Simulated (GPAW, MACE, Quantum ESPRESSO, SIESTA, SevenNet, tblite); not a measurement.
**Twisted 2H-WS2 double bilayer, 38.21° (84 atoms): other programs against plane waves**

One geometry of twisted 2H-WS2 double bilayer, 38.21° (84 atoms) is solved by several programs and methods. How far do their forces lie from a plane-wave PBE run?

Results are calculated, not measured.

## Step 1: The cell

The cell holds 84 atoms (28 W and 56 S), with edges of 8.35, 8.35 and 38.21 Å. Recipe: 2H-WS2 (a = 3.155 Å) under 2H-WS2 (a = 3.155 Å), double bilayer, commensurate cell of 7 unit cells a layer, twist 38.21 deg; facing planes 3.15, 3.36, 3.14 Å apart; 16 Å of vacuum; layers as built, displaced by a Gaussian of 0.01 Å. Then every atom was moved at random, 0.02 Å r.m.s. a Cartesian component.

## Step 2: The reference input

Quantum ESPRESSO 7.5: Kohn-Sham DFT, PBE, SSSP efficiency 1.3.0 pseudopotentials, plane waves. Its input, pw.in:

```
&control
  calculation = 'scf'
  pseudo_dir = './pseudo'
  outdir = './tmp'
  disk_io = 'none'
  tprnfor = .true.
/
&system
  ibrav = 0
  nat = 84
  ntyp = 2
  ecutwfc = 45
  ecutrho = 360
  nosym = .true.
  occupations = 'smearing'
  smearing = 'fd'
  degauss = 0.003675
/
&electrons
  conv_thr = 4.2e-07
  electron_maxstep = 100
  mixing_beta = 0.4
  mixing_mode = 'local-TF'
  diagonalization = 'david'
/
ATOMIC_SPECIES
W 183.840 W.upf
S 32.060 S.upf
CELL_PARAMETERS angstrom
8.34730 0.00000 0.00000
-4.17365 7.22897 0.00000
0.00000 0.00000 38.21000
ATOMIC_POSITIONS crystal
W 0.18757 0.24063 0.25130
S 0.23564 0.05130 0.29243
S 0.23475 0.04221 0.20894
W 0.33089 0.66199 0.25094
[... 78 atom lines left out ...]
S 0.71724 0.57150 0.79064
S 0.71418 0.57327 0.70759
K_POINTS gamma
```

```console
$ OMP_NUM_THREADS=1 mpirun -np 4 pw.x -in pw.in > output.txt
```

Elapsed: 15 min, on 4 MPI ranks of Arm Neoverse V2, shared host; peak memory 8.1 GiB; 58 min of CPU time.

It converged with an r.m.s. force component of 0.55 eV/Å.

Its highest filled and lowest empty levels lie 1.48 eV apart on its k-points.

## Step 3: The other programs

- GPAW 26.7.0: PAW with atomic orbitals (LCAO), plane waves or a real-space grid of spacing h.
- MACE: machine-learned potential, published weights.
- Quantum ESPRESSO 7.5: plane waves; labels (QE) give functional, pseudopotential set and cutoffs of waves/density.
- SIESTA 5.4.2: numerical atomic orbitals, whose automatically made sets are far from complete, with PseudoDojo norm-conserving potentials that we converted to its format (checked against plane waves on the same files for H, C, O, Si, Ge and Ca alone); labels give functional, basis size, energy shift and mesh cutoff.
- SevenNet: machine-learned potential, published weights.
- tblite 0.8.0: extended tight binding, driven from Python.

All use the same cell and atoms, and the electronic-structure runs the same k-mesh.

## Step 4: Side by side

Differences are against the reference: forces as r.m.s. over components, share as that over the reference's r.m.s. force, slope as the fitted ratio of a run's forces to the reference's.

```tsv
run	Δ force, r.m.s. (meV/Å)	share (%)	slope	Δ gap (eV)	cores	CPU time	memory (GiB)
reference	-	-	-	-	4	58 min	8.1
GPAW LDA, LCAO dzp, h 0.2 Å	119	21.6	0.970	-0.0552	1	5.9 min	1.8
GPAW PBE, LCAO dzp, h 0.2 Å	178	32.3	1.114	0.0104	1	3.7 min	1.8
GPAW PBE, LCAO sz(dzp), h 0.2 Å (coarse)	1091	198	1.619	0.112	1	86 s	1.6
MACE MP-0b2 small potential	129	23.4	0.853	-	1	5.8 s	0.67
QE PBE, sssp-1.3.0-efficiency, 25/200 Ry (coarse)	10.1	1.84	1.009	0.0012	4	26 min	3.6
SIESTA PBE, DZP, shift 0.001 Ry, mesh 300 Ry	220	39.9	1.132	0.0476	2	7.2 min	2.0
SIESTA PBE, DZP, shift 0.01 Ry, mesh 150 Ry (coarse)	129	23.5	1.065	0.0187	2	73 s	0.72
SIESTA PBE, DZP, shift 0.01 Ry, mesh 300 Ry	129	23.5	1.065	0.0186	2	2.6 min	1.3
SIESTA PBE, SZ, shift 0.01 Ry, mesh 300 Ry (coarse)	771	140	1.510	-0.005	1	56 s	0.67
SIESTA revPBE, PBE potentials, DZP, shift 0.01 Ry, mesh 300 Ry	147	26.7	1.075	0.0491	2	2.7 min	1.3
SevenNet 0 potential	196	35.6	0.703	-	1	7 s	0.75
SevenNet l3i5 potential	160	29.0	0.769	-	1	8.2 s	1.1
tblite GFN1-xTB	87.2	15.8	1.045	-	1	18 s	0.17
```

Rows marked coarse were listed beforehand as settings not expected to be converged; some can still land near the reference.

Times of the machine-learned potentials are mostly Python's start and the loading of weights.

CPU time is summed over cores on shared hosts, so it is rough.

## Step 5: Findings

Forces lie from 1.8 % (QE PBE, sssp-1.3.0-efficiency, 25/200 Ry, coarse) to 198 % (GPAW PBE, LCAO sz(dzp), h 0.2 Å, coarse) of the reference's r.m.s. force of 0.55 eV/Å away from it. The PBE runs in local orbitals, coarse settings apart, differ by 23 % (SIESTA PBE, DZP, shift 0.01 Ry, mesh 300 Ry) to 40 % (SIESTA PBE, DZP, shift 0.001 Ry, mesh 300 Ry); basis, grid and potentials can all enter. Tight binding differs by 16 % (tblite GFN1-xTB); it is another model, with fitted parameters of its own, and the xTB methods hold dispersion. Machine-learned potentials differ by 23 % (MACE MP-0b2 small potential) to 36 % (SevenNet 0 potential); they were trained on other programs' data. Among those trained on PBE data the slope goes as low as 0.70, which softening far from their training structures can give, though the reference's k-sampling is untested too.

Rows with another functional or a dispersion term differ by 22 % (GPAW LDA, LCAO dzp, h 0.2 Å) to 27 % (SIESTA revPBE, PBE potentials, DZP, shift 0.01 Ry, mesh 300 Ry), which mixes the change of model with differences of basis and potentials, some of them made for another functional. Runs with settings chosen to be coarse differ by 1.8 % (QE PBE, sssp-1.3.0-efficiency, 25/200 Ry) to 198 % (GPAW PBE, LCAO sz(dzp), h 0.2 Å), their programs' other errors included. GPAW PBE, LCAO dzp, h 0.2 Å stiffens the forces by a factor of 1.11 while following their directions (correlation 0.965); the difference isn't even, but is largest on one element. From SIESTA PBE, DZP, shift 0.01 Ry, mesh 150 Ry to the finer SIESTA PBE, DZP, shift 0.01 Ry, mesh 300 Ry the share goes from 23.5 to 23.5 %, so the grid isn't what parts these runs from the reference. Gaps at PBE, coarse settings apart, lie +0.01 to +0.05 eV from the reference's, on k-points that hold the band edges only if these fold onto them.

Caveats: Periodic xTB results under one method name differ between programs and library versions. Machine-learned potentials mimic data converged in k, so the reference's own k-point error enters their differences. The reference's PBE has no dispersion term, which matters for the binding between molecules or layers. The electronic-structure runs sample only Γ, in a cell whose shortest periodic width is 7 Å. Spin–orbit coupling is left out, which matters for the levels of the heavy elements. The slab repeats along its normal with no dipole correction. The reference has no spin polarisation, so local moments can't form. Where levels are smeared, the DFT runs use Fermi–Dirac occupations at 580 K (0.05 eV), and energies are free energies. The atoms were displaced at random, and shares hang on the size of the forces that this gives. The reference's cutoffs and mesh weren't converged further here.

[Logs are printed without paths, hosts, clocks, repeated set-up lines and the standing remarks that a program may print on its own settings, such as how far it seeks lower states.]

[Hosts, paths, dates, database ids (printed as entryN), source tags and the programs' standing remarks are cut or masked in the printed files.]

[Cells were taken only where this reference lay near another plane-wave run.]
